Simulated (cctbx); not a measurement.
# Solving a structure by charge flipping

Cell a = 7.0890 Å, b = 7.0890 Å, c = 7.0890 Å, α = 90.00°, β = 90.00°, γ = 90.00°; space group I-43d (no. 220); content V12 Si16.

The data are simulated with cctbx, not measured: Mo Kα, λ = 0.71073 Å, to d = 0.8 Å, 80 % of the full sphere, strongest reflection 40000 counts, noise from counting, a 2 % proportional error and a noise floor of 4 counts (s.d.); no absorption.

2 earlier starts (other random phases, and plain and normalised amplitudes in turn) led nowhere (symmetry correlation 0.96 and 0.94).

Charge flipping in P1 on plain amplitudes to 0.8 Å, δ = 1.2 σ, 20 % of the reflections treated as weak, 600 cycles:

```text
cycle      R  skewness
    0  0.566     0.25
   50  0.195     3.17
  100  0.220     3.11
  150  0.203     3.04
  200  0.206     2.96
  250  0.179     2.95
  300  0.202     2.91
  350  0.183     2.90
  400  0.195     2.99
  450  0.195     2.94
  500  0.184     2.86
  550  0.194     2.90
origin shift          correlation  skewness
 0.288  0.975  0.634      0.925      0.24
 0.357  0.873  0.094      0.958      1.30
 0.331  0.861  0.762      0.924      0.83
 0.223  0.715  0.143      0.944      0.49
taken: symmetry correlation 0.958, skewness 1.30
peak      x       y       z  mult  height/sigma
Q1    0.0000  0.2500  0.3750   12      6.6
Q2    0.0372  0.0372  0.0372   16      3.0
Q3    0.0853  0.3683  0.1084   48      2.0
Q4    0.0133  0.4198  0.6277   48      1.9
Q5    0.0395  0.3387  0.9563   48      1.5
```

The origin is taken among those within 0.04 of the best correlation, by the skewness of the map.

Run time: 0.48 s on 1 thread of Arm Neoverse V2 (shared host), peak memory 0.07 GiB.

**Question.** Which peaks are atoms, and which elements?

Heights go roughly as Z and multiplicities must add up to the content. First model: Q1 = V1 (12 in the cell, height 6.6) and Q2 = Si1 (16 in the cell, height 3.0). Against the true structure, Q1 is V and Q2 is Si; the other peaks are not atoms.

Least squares on F², isotropic:

```text
Rint 0.020, 63 unique reflections to 0.80 A
cycle     R1     wR2    GooF  max shift (A)
   1  0.5682  0.8506 108.317   0.35058
   3  0.0027  0.0071   0.909   0.00000
final R1 0.0027 wR2 0.0071 GooF 0.909  parameters 3  data/parameter 21.0
atom        x        y        z      Ueq    occ   su(xyz)  su(Uiso or U11)
V1     0.00000  0.25000  0.37500   0.0225  1.000  0.00000  0.0001
Si1    0.06911  0.06911  0.06911   0.0286  1.000  0.00002  0.0001
difference map: max 0.04 min -0.03 rms 0.01
Q1    0.0000  0.2500  0.8750   12    0.04  1.94 A from Si1
Q2    0.0000  0.2500  0.1503   24    0.03  1.49 A from Si1
Q3    0.0371  0.0507  0.8363   48    0.02  0.94 A from V1
Q4    0.0540  0.0573  0.5560   48    0.02  1.27 A from Si1
Q5    0.0463  0.4537  0.5463   16    0.02  1.42 A from Si1
```

Anisotropic refinement:

```text
Rint 0.020, 63 unique reflections to 0.80 A
cycle     R1     wR2    GooF  max shift (A)
   1  0.0027  0.0072   0.928   0.00004
final R1 0.0027 wR2 0.0071 GooF 0.922  parameters 5  data/parameter 12.6
atom        x        y        z      Ueq    occ   su(xyz)  su(Uiso or U11)
V1     0.00000  0.25000  0.37500   0.0225  1.000  0.00000  0.0001
Si1    0.06911  0.06911  0.06911   0.0286  1.000  0.00002  0.0001
Flack x: 0.035(14)
Hooft y: 0.013(15)  Bijvoet pairs: 24
difference map: max 0.04 min -0.03 rms 0.01
Q1    0.0000  0.2500  0.8750   12    0.05  1.94 A from Si1
Q2    0.0000  0.2500  0.1505   24    0.03  1.49 A from Si1
Q3    0.0366  0.0504  0.8369   48    0.02  0.95 A from V1
Q4    0.0550  0.0566  0.5567   48    0.02  1.26 A from Si1
Q5    0.1154  0.3846  0.6154   16    0.02  0.80 A from Si1
Q6    0.0463  0.4537  0.5463   16    0.02  1.42 A from Si1
```

**Reading.** The refinement ends at R1 = 0.0027, wR2 = 0.0071, GooF = 0.92, with difference density between -0.03 and 0.04 e/Å³. Every site matches the true model in element, within 0.001 Å r.m.s., up to an allowed shift of origin or inversion. Flack x = 0.035 with s.u. 0.014: x is within 3 s.u. of 0, so the absolute structure is right.

True model:

```
atom  mult.       x       y       z  Ueq (Å²)
  V1     12       0     3/4     1/8    0.0226
 Si1     16  0.1809  0.6809  0.8191    0.0287
```

This is a model crystal, built by substitution and not relaxed, with assumed displacement parameters.

[Middle refinement cycles are left out of these outputs.]

[Logs are printed without paths, hosts, clocks, repeated set-up lines and the standing remarks that a program may print on its own settings, such as how far it seeks lower states.]
